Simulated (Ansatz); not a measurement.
**Dielectric function and optical constants of NbPC (model structure)**

Aim: the dielectric function of NbPC (model structure), and the optical constants that follow from it. The cell was made here by substitution or stacking, whether or not such a phase is known. It was built so: All As replaced by P and Si replaced by C in the P4/nmm structure of NbSiAs.

Main program and level: Ansatz 0.2.0; DFT, PBE, plane-wave PAW, default files, scalar-relativistic, independent-particle optical response without local fields.

### Step 1. The system as given

Symmetry: P4/nmm, No. 129, tetragonal system. Conventional cell: a = 3.116 Å, b = 3.116 Å, c = 7.051 Å, α = 90.00°, β = 90.00°, γ = 90.00°. Nearest to Nb lie 4 C at 2.38 Å and 5 P at 2.39 to 2.51 Å. P has 5 Nb at 2.39 to 2.51 Å nearest. Nearest to C lie 4 C at 2.20 Å and 4 Nb at 2.38 Å. Farther neighbours, and contacts between anions beyond the nearest, are not listed.

### Step 2. Relaxation

The structure was built or cut out here, so it is relaxed before any spectrum is computed.

This step: DFT, PBE, plane-wave PAW, default files, scalar-relativistic, relaxation (Ansatz 0.2.0).

Input file input.yaml:

```yaml
crystal:
  lattice:
    - [3.11602629, 0.0, 0.0]
    - [0.0, 3.11602629, 0.0]
    - [0.0, 0.0, 7.05113868]
  atoms:
    - { symbol: Nb, position: [0.0, 0.5, 0.7442] }
    - { symbol: Nb, position: [0.5, 0.0, 0.2558] }
    - { symbol: P, position: [0.0, 0.5, 0.3883] }
    - { symbol: P, position: [0.5, 0.0, 0.6117] }
    - { symbol: C, position: [0.5, 0.5, 0.0] }
    - { symbol: C, position: [0.0, 0.0, 0.0] }
kpoints:
  mp_grid: { grid: [7, 7, 3] }
scf:
  occupations: { method: fermi_dirac, width: 0.05 }
hamiltonian:
  xc: pbe
  pseudopotentials: { kind: paw }
output:
  forces: true
  stress: true
relax:
  f_tol: 0.02
  max_steps: 50
  cell: {}
```

Run with:

```sh
ansatz run input.yaml --threads 2 --pin off --max-ram 5120MiB --backend cpu --events-out ev --progress --plain --runs-dir out
```

The log of the run:

```text
Engine: ansatz 0.2.0, aarch64-unknown-linux-gnu
Pseudopotentials: kind: paw
Pseudopotential: Nb, paw, valence charge 13, recommended cutoff 420 eV (normal), Nb.paw.azcp
Pseudopotential: P, paw, valence charge 5, recommended cutoff 420 eV (normal), P.paw.azcp
Pseudopotential: C, paw, valence charge 4, recommended cutoff 420 eV (normal), C.paw.azcp
Functional definition: PBE
  parameter kappa = 0.804
  parameter beta = 0.066725
  exchange = pbe_x(kappa = kappa, mu = beta*pi^2/3)
  correlation = pbe_c(beta = beta)
Crystal: 6 atoms, lattice volume = 68.464 Å³
Basis set: ecut = 420 eV, 1359 PW (Γ), exchange–correlation on 48×48×96 points (8 copies of the dense FFT grid, shifted against one another)
Bands: 28, of which v1, the nominal top of the filled ones, is band 22 counted from 1 (21 counted from 0)
Symmetry: 16 space group operations
Space group: P4/nmm (ITA 129), of the structure as read, at distance tolerance 4.1e-5 Å
k-points: 20 of 147
Non-local potential: Nb, projectors of the file, l = 0: 3, l = 1: 2, l = 2: 2, l = 3: 1
Non-local potential: P, projectors of the file, l = 0: 2, l = 1: 2, l = 2: 2
Non-local potential: C, projectors of the file, l = 0: 2, l = 1: 2, l = 2: 1
PAW form: soft (Blöchl's): semilocal exchange-correlation on the pseudo side does not see the compensation charge
PAW one-centre angular grid: Nb, 590 points (default); XC on 64 Gauss nodes
PAW one-centre angular grid: P, 110 points (default); XC on 64 Gauss nodes
PAW one-centre angular grid: C, 110 points (default); XC on 64 Gauss nodes
Initial density: superposition of atomic densities (neutral atoms: chi_scale 0, normalization atom), corrected by the library's trained network
Initial wavefunctions: pseudopotential atomic-orbital guess
Functional: x = pbe(κ = 0.804, μ = 0.219515), c = pbe(β = 0.066725)
SCF iter   1: F=—  HF=-11115.973585 eV  |F-HF|=—  |Δ(HF+E_count)|=         —  Δρ=8.35e-3  dr2=1.53e-1  ethr=1.77e-3  ⟨swp⟩=6.0  Hψ=2687  notcnv=0
preconditioner: auto → none  [insulator: Δε(μ)=0.184 eV  Ē_g=8.237 eV  σ=0.050 eV  W_gap=0.63  n_scr=16 (ndim 8)  ℏωp=23.7 eV  f_vac=0.000  D(μ)=0.51/eV (n_scr^D=2)  ε∞_Penn≈9.3]
SCF iter   2: F=—  HF=-11115.965448 eV  |F-HF|=—  |Δ(HF+E_count)|=   8.14e-3  Δρ=4.51e-3  dr2=4.77e-2  ethr=3.47e-4  ⟨swp⟩=2.8  Hψ=973  notcnv=0  defer=17
SCF iter   3: F=—  HF=-11115.959938 eV  |F-HF|=—  |Δ(HF+E_count)|=   5.51e-3  Δρ=2.43e-3  dr2=1.59e-3  ethr=1.08e-4  ⟨swp⟩=2.0  Hψ=833  notcnv=0  defer=17
SCF iter   4: F=—  HF=-11115.960864 eV  |F-HF|=—  |Δ(HF+E_count)|=   9.26e-4  Δρ=6.63e-4  dr2=7.99e-5  ethr=3.61e-6  ⟨swp⟩=2.3  Hψ=790  notcnv=0  defer=17
SCF iter   5: F=—  HF=-11115.960976 eV  |F-HF|=—  |Δ(HF+E_count)|=   1.12e-4  Δρ=9.90e-5  dr2=1.67e-6  ethr=1.82e-7  ⟨swp⟩=2.5  Hψ=927  notcnv=0  defer=17
SCF iter   6: F=-11115.960978 eV  HF=-11115.960978 eV  |F-HF|=1.02e-8  |Δ(HF+E_count)|=   2.55e-6  Δρ=1.09e-5  dr2=3.62e-8  ethr=2.27e-10  ⟨swp⟩=5.0  Hψ=2120  notcnv=0
SCF 1 converged in 6 iterations: F = -11115.960978 eV  dr2 = 3.62e-8
  greatest PAW one-centre occupation: 0.998 electrons in one spin orbital (limit 2), on the Nb atom at site 1 (counted from 0), in its partial waves of l = 0
relax step   1: F+E_penalty+E_count = -11115.96097843 eV  Δ(F+E_penalty+E_count) = +0.000e0 eV  max|allowed force component| = 6.136e0 eV/Å  Δτ_max = 0.0000 Å  P = +23.185 GPa  Ω = 68.464 Å³  (6 SCF iters, dr2 threshold 1.00e-7 eV, accepted)
Crystal: 6 atoms, lattice volume = 72.310 Å³
Basis set: ecut = 420 eV, 1423 PW (Γ), exchange–correlation on 48×48×96 points (8 copies of the dense FFT grid, shifted against one another)
Initial density: handed on by an earlier stage of this run
Initial wavefunctions: those handed on with the density
SCF iter   1: F=—  HF=-11118.269757 eV  |F-HF|=—  |Δ(HF+E_count)|=         —  Δρ=4.63e-2  dr2=6.92e0  ethr=3.10e-3  ⟨swp⟩=8.9  Hψ=3012  notcnv=0  defer=1
preconditioner: auto → Kerker (q_TF=auto, 2.512 Å⁻¹)  [metal: Δε(μ)=0.006 eV  Ē_g=8.002 eV  σ=0.050 eV  W_gap=0.03  n_scr=16 (ndim 8)  ℏωp=23.1 eV  f_vac=0.000  D(μ)=3.06/eV (n_scr^D=26)]
SCF iter   2: F=—  HF=-11117.613813 eV  |F-HF|=—  |Δ(HF+E_count)|=   6.56e-1  Δρ=1.54e-2  dr2=1.04e0  ethr=3.10e-3  ⟨swp⟩=2.5  Hψ=965  notcnv=0  defer=15
preconditioner: auto → none  [insulator: Δε(μ)=0.154 eV  Ē_g=7.982 eV  σ=0.050 eV  W_gap=0.51  n_scr=16 (ndim 8)  ℏωp=23.1 eV  f_vac=0.000  D(μ)=1.57/eV (n_scr^D=8)  ε∞_Penn≈9.4]
SCF iter   3: F=—  HF=-11117.504225 eV  |F-HF|=—  |Δ(HF+E_count)|=   1.10e-1  Δρ=6.46e-3  dr2=1.20e-1  ethr=2.37e-3  ⟨swp⟩=2.5  Hψ=885  notcnv=0  defer=15
SCF iter   4: F=—  HF=-11117.486350 eV  |F-HF|=—  |Δ(HF+E_count)|=   1.79e-2  Δρ=2.21e-3  dr2=1.49e-3  ethr=2.73e-4  ⟨swp⟩=2.4  Hψ=884  notcnv=0  defer=14
SCF iter   5: F=—  HF=-11117.486540 eV  |F-HF|=—  |Δ(HF+E_count)|=   1.90e-4  Δρ=6.15e-4  dr2=1.40e-4  ethr=3.38e-6  ⟨swp⟩=2.1  Hψ=784  notcnv=0  defer=14
SCF iter   6: F=—  HF=-11117.486604 eV  |F-HF|=—  |Δ(HF+E_count)|=   6.37e-5  Δρ=1.07e-4  dr2=4.35e-6  ethr=3.19e-7  ⟨swp⟩=2.1  Hψ=808  notcnv=0  defer=14
SCF iter   7: F=-11117.486605 eV  HF=-11117.486605 eV  |F-HF|=4.80e-8  |Δ(HF+E_count)|=   1.34e-6  Δρ=2.12e-5  dr2=9.76e-8  ethr=1.36e-9  ⟨swp⟩=4.2  Hψ=1929  notcnv=0
SCF 2 converged in 7 iterations: F = -11117.486605 eV  dr2 = 9.76e-8
relax step   2: F+E_penalty+E_count = -11117.48660496 eV  Δ(F+E_penalty+E_count) = -1.526e0 eV  max|allowed force component| = 4.393e-1 eV/Å  Δτ_max = 0.1950 Å  P = +3.409 GPa  Ω = 72.310 Å³  energy of the carried Pulay correction = -4.008e-3 eV  (7 SCF iters, dr2 threshold 6.00e-7 eV, accepted)
Crystal: 6 atoms, lattice volume = 73.289 Å³
iter 1 solved again at ethr=5.13e-5 eV; its pass at ethr=3.10e-3 eV (dr2=2.26e-2 eV) is discarded
SCF iter   1: F=—  HF=-11117.518387 eV  |F-HF|=—  |Δ(HF+E_count)|=         —  Δρ=3.40e-3  dr2=2.26e-2  ethr=5.13e-5  ⟨swp⟩=1.2  Hψ=3124  notcnv=0
preconditioner: auto → none  [insulator: Δε(μ)=0.160 eV  Ē_g=7.923 eV  σ=0.050 eV  W_gap=0.53  n_scr=16 (ndim 8)  ℏωp=23.0 eV  f_vac=0.000  D(μ)=0.95/eV (n_scr^D=2)  ε∞_Penn≈9.4]
SCF iter   2: F=—  HF=-11117.514959 eV  |F-HF|=—  |Δ(HF+E_count)|=   3.43e-3  Δρ=1.08e-3  dr2=4.20e-3  ethr=5.13e-5  ⟨swp⟩=2.0  Hψ=856  notcnv=0
SCF iter   3: F=—  HF=-11117.514399 eV  |F-HF|=—  |Δ(HF+E_count)|=   5.60e-4  Δρ=6.55e-4  dr2=3.60e-4  ethr=9.55e-6  ⟨swp⟩=2.0  Hψ=754  notcnv=0
SCF iter   4: F=—  HF=-11117.514403 eV  |F-HF|=—  |Δ(HF+E_count)|=   4.32e-6  Δρ=2.18e-4  dr2=1.77e-5  ethr=8.19e-7  ⟨swp⟩=2.2  Hψ=770  notcnv=0
SCF iter   5: F=—  HF=-11117.514406 eV  |F-HF|=—  |Δ(HF+E_count)|=   2.50e-6  Δρ=5.82e-5  dr2=8.22e-7  ethr=4.03e-8  ⟨swp⟩=2.6  Hψ=862  notcnv=0
SCF iter   6: F=-11117.514406 eV  HF=-11117.514406 eV  |F-HF|=5.78e-9  |Δ(HF+E_count)|=   5.04e-7  Δρ=7.46e-6  dr2=1.52e-8  ethr=1.36e-9  ⟨swp⟩=4.0  Hψ=1768  notcnv=0
SCF 3 converged in 6 iterations: F = -11117.514406 eV  dr2 = 1.52e-8
relax step   3: F+E_penalty+E_count = -11117.51440621 eV  Δ(F+E_penalty+E_count) = -2.780e-2 eV  max|allowed force component| = 1.834e-1 eV/Å  Δτ_max = 0.0145 Å  P = +0.235 GPa  Ω = 73.289 Å³  energy of the carried Pulay correction = -4.994e-3 eV  (6 SCF iters, dr2 threshold 6.00e-7 eV, accepted)
[...]
relax step   4: F+E_penalty+E_count = -11117.51692276 eV  Δ(F+E_penalty+E_count) = -2.517e-3 eV  max|allowed force component| = 2.251e-2 eV/Å  Δτ_max = 0.0127 Å  P = -0.193 GPa  Ω = 73.352 Å³  energy of the carried Pulay correction = -5.057e-3 eV  (6 SCF iters, dr2 threshold 6.00e-7 eV, accepted)
[...]
relax step   5: F+E_penalty+E_count = -11117.51712307 eV  Δ(F+E_penalty+E_count) = -2.003e-4 eV  max|allowed force component| = 6.797e-3 eV/Å  Δτ_max = 0.0008 Å  P = +0.005 GPa  Ω = 73.314 Å³  energy of the carried Pulay correction = -5.018e-3 eV  (6 SCF iters, dr2 threshold 6.00e-7 eV, accepted)
[...]
relax step   6: F+E_penalty+E_count = -11117.51712847 eV  Δ(F+E_penalty+E_count) = -5.396e-6 eV  max|allowed force component| = 5.068e-4 eV/Å  Δτ_max = 0.0002 Å  P = +0.005 GPa  Ω = 73.312 Å³  energy of the carried Pulay correction = -5.017e-3 eV  (6 SCF iters, dr2 threshold 6.64e-9 eV, accepted)
[...]
relax step   7: F+E_penalty+E_count = -11117.52390338 eV  Δ(F+E_penalty+E_count) = -6.775e-3 eV  max|allowed force component| = 7.468e-4 eV/Å  Δτ_max = 0.0000 Å  P = +0.125 GPa  Ω = 73.312 Å³  stress off target by 1.44e-1 GPa  SCF on the basis re-selected at this cell (its energy is not comparable with the rows above)  (7 SCF iters)
[...]
relax step   8: F+E_penalty+E_count = -11117.52387879 eV  Δ(F+E_penalty+E_count) = +2.460e-5 eV  max|allowed force component| = 2.774e-4 eV/Å  Δτ_max = 0.0002 Å  P = -0.003 GPa  Ω = 73.360 Å³  energy of the carried Pulay correction = -4.627e-5 eV  (6 SCF iters, dr2 threshold 5.21e-8 eV, accepted)
iter 1 solved again at ethr=4.04e-7 eV; its pass at ethr=3.10e-3 eV (dr2=1.78e-4 eV) is discarded
SCF iter   1: F=—  HF=-11117.523910 eV  |F-HF|=—  |Δ(HF+E_count)|=         —  Δρ=3.84e-6  dr2=2.00e-9  ethr=4.04e-7  ⟨swp⟩=2.6  Hψ=3840  notcnv=0
eigensolver tolerance schedule: the retry pair's looser diagonalisation over-reported the residual by 88822.31 of it (diagonalisation noise at an unbounded share of the residual, at the tolerance the schedule requests for it); recorded, not acted on — ethr = c·dr2/N_el stays at c = 1.0e-1
SCF iter   2: F=—  HF=-11117.523942 eV  |F-HF|=—  |Δ(HF+E_count)|=   3.19e-5  Δρ=1.87e-6  dr2=5.03e-10  ethr=4.55e-12  ⟨swp⟩=4.0  Hψ=1523  notcnv=0
SCF iter   3: F=—  HF=-11117.523942 eV  |F-HF|=—  |Δ(HF+E_count)|=  9.90e-10  Δρ=9.02e-7  dr2=9.94e-11  ethr=1.14e-12  ⟨swp⟩=2.7  Hψ=850  notcnv=0
SCF iter   4: F=—  HF=-11117.523942 eV  |F-HF|=—  |Δ(HF+E_count)|=  3.38e-10  Δρ=1.65e-7  dr2=6.50e-11  ethr=1.00e-12  ⟨swp⟩=2.3  Hψ=821  notcnv=0
iter 5 did not close the SCF: its close was put off for the readings that it lacked (scf_convergence_deferred on its scf_iter line)
SCF iter   5: F=-11117.523942 eV  HF=-11117.523942 eV  |F-HF|=0.00e0  |Δ(HF+E_count)|=  1.82e-12  Δρ=4.34e-8  dr2=3.51e-12  ethr=1.00e-12  ⟨swp⟩=1.0  Hψ=560  notcnv=0
SCF iter   6: F=-11117.523942 eV  HF=-11117.523942 eV  |F-HF|=1.82e-12  |Δ(HF+E_count)|=    0.00e0  Δρ=1.31e-8  dr2=1.00e-13  ethr=1.00e-12  ⟨swp⟩=2.0  Hψ=1464  notcnv=0
SCF 9 converged in 6 iterations: F = -11117.523942 eV  dr2 = 1.00e-13
relax step   9: F+E_penalty+E_count = -11117.52394188 eV  Δ(F+E_penalty+E_count) = -6.310e-5 eV  max|allowed force component| = 2.766e-4 eV/Å  Δτ_max = 0.0000 Å  P = -0.002 GPa  Ω = 73.360 Å³  stress off target by 3.13e-3 GPa  SCF on the basis re-selected at this cell (its energy is not comparable with the rows above)  (6 SCF iters)
basis re-selected at this cell: Δ(F+E_penalty+E_count) = -6.310e-5 eV, ΔP = +0.001 GPa vs the last step (what re-selecting the basis moved, of the pressure what is left beyond the Pulay correction that the steps carried, after the strain that the cell walked since its last selection, with what the two solves' SCF thresholds leave and, on support functions, any second-order correction that the steps lacked; it is no m [...]
SCF converged after 6 iterations
Free energy (F): -11117.523942 eV
Harris-Foulkes:  -11117.523942 eV  (|F-HF|=1.82e-12)
Internal energy: -11117.514479 eV  (E = F + TS)
E sigma→0 (E₀):  -11117.519211 eV
Entropy (-TS):   -0.009463 eV (-1.577 meV/atom)
Fermi energy:    15.420304 eV
--- Per-component energies (eV) ---
  E_band       = -69.218546
  E_kinetic    = 1104.979287
  E_local      = -1793.794086  (includes V_loc(G=0)·N_el)
  E_nonlocal   = 356.455080
  E_hartree    = 586.647350
  E_xc         = -573.287060
  E_vxc        = -670.989368  (∫ρ·V_xc dr)
  E_paw        = -7480.641924  (= ΣΔE_a)
  E_vpaw       = -239.164198  (= ΣTr[D̂ρ^β])
  E_aug_tail   = 0.000034  (compensation charges beyond the density's cutoff)
  E_ewald      = -3317.873160
  E_smearing   = -0.009463  (= −TS)
  E_closure    = 0.000000  (closes the sum)
  Σ components = -11117.523942   (vs F -11117.523942, Δ=0.00e0)
--- Forces (eV/Å), atoms counted from 1 ---
  atom   1  Nb     0.00000000     0.00000000     0.00027661
  atom   2  Nb    -0.00000000     0.00000000    -0.00027661
  atom   3  P     -0.00000000     0.00000000    -0.00024361
  atom   4  P      0.00000000     0.00000000     0.00024361
  atom   5  C     -0.00000000     0.00000000    -0.00000000
  atom   6  C      0.00000000     0.00000000     0.00000000
  max |Σ_I F_I| component: 5.42e-20 eV/Å
--- Stress (GPa, compression-positive) ---
       -0.001741      -0.000000       0.000000
       -0.000000      -0.001741       0.000000
        0.000000       0.000000      -0.003132
  P = ⅓ Tr σ = -0.0022 GPa (-0.022 kbar)
--- Relaxed structure (7 steps of the walk, 7 accepted, 2 SCFs on fresh bases) ---
  F+E_penalty+E_count = -11117.52394188 eV   max|allowed force component| = 2.766e-4 eV/Å   (the final SCF, on the basis selected at the relaxed cell)
  cell:  # Å, volume = 73.3603 Å³
    - [3.213100, 0, 0.0]
    - [0, 3.213100, 0.0]
    - [0.0, 0.0, 7.105796]
  atoms:
    - { symbol: Nb, position: [0, 0.500000, 0.770646] }
    - { symbol: Nb, position: [0.500000, 0, 0.229354] }
    - { symbol: P, position: [0, 0.500000, 0.397965] }
    - { symbol: P, position: [0.500000, 0, 0.602035] }
    - { symbol: C, position: [0.500000, 0.500000, 0] }
    - { symbol: C, position: [0, 0, 0] }
```

It took 16 s on 2 threads of Arm Neoverse V1, shared host; peak memory 0.36 GiB; 26 s of CPU time.

Reading the cycles: dr2 is the Hartree energy of the density residual (eV), the measure of convergence; HF is the Harris–Foulkes estimate of the energy, which meets the free energy F at convergence.

Relaxation path:

| step | energy less that of the first step (eV) | largest force component (eV/Å) | pressure (GPa) | volume (Å³) |
| --- | --- | --- | --- | --- |
| 1 | 0.0000 | 6.1359 | 23.18 | 68.46 |
| 2 | -1.5256 | 0.4393 | 3.41 | 72.31 |
| 3 | -1.5534 | 0.1834 | 0.23 | 73.29 |
| 4 | -1.5559 | 0.0225 | -0.19 | 73.35 |
| 5 | -1.5561 | 0.0068 | 0.00 | 73.31 |
| 6 | -1.5562 | 0.0005 | 0.00 | 73.31 |
| 7* | -1.5629 | 0.0007 | 0.12 | 73.31 |
| 8 | -1.5629 | 0.0003 | 0.00 | 73.36 |
| 9* | -1.5630 | 0.0003 | 0.00 | 73.36 |

Relaxation steps marked * repeat the geometry before them on a plane-wave basis chosen anew for their cell, so energy and pressure can jump there.

The run keeps the 16 symmetry operations that the program found, so distortions that break them were not tested.

| conventional cell, symmetrised | before | after | change |
| --- | --- | --- | --- |
| a (Å) | 3.116 | 3.213 | +3.1 % |
| b (Å) | 3.116 | 3.213 | +3.1 % |
| c (Å) | 7.051 | 7.106 | +0.8 % |
| volume (Å³/atom) | 11.41 | 12.23 | +7.2 % |

The atoms that moved most (Å, as changes of fractional coordinates times the final cell):

| atom | dx | dy | dz | length |
| --- | --- | --- | --- | --- |
| Nb1 | 0.000 | 0.000 | 0.188 | 0.188 |
| Nb2 | 0.000 | 0.000 | -0.188 | 0.188 |
| P4 | 0.000 | 0.000 | -0.069 | 0.069 |
| P3 | 0.000 | 0.000 | 0.069 | 0.069 |

The relaxed structure:

```xyz
6
Lattice="3.2131 0.0000 0.0000 0.0000 3.2131 0.0000 0.0000 0.0000 7.1058" Properties=species:S:1:pos:R:3 pbc="T T T"
Nb    0.0000    1.6065    5.4761
Nb    1.6065    0.0000    1.6297
P     0.0000    1.6065    2.8279
P     1.6065    0.0000    4.2779
C     1.6065    1.6065    0.0000
C     0.0000    0.0000    0.0000
```

The relaxation ends with a largest force component of 2.8e-4 eV/Å and a pressure of 0.00 GPa.

[end of part 1 of 2]

[Long decimals in the printed logs are rounded to 6 places.]

[Logs are printed without paths, hosts, clocks, repeated set-up lines and the standing remarks that a program may print on its own settings, such as how far it seeks lower states.]

[Hosts, paths, dates, database ids (printed as entryN), source tags and the programs' standing remarks are cut or masked in the printed files.]

[Where the starting crystal was built by hand or by swapping elements, it need not be the compound's stable phase.]

[The count of steps not shown may lack steps that the program refused or didn't finish.]
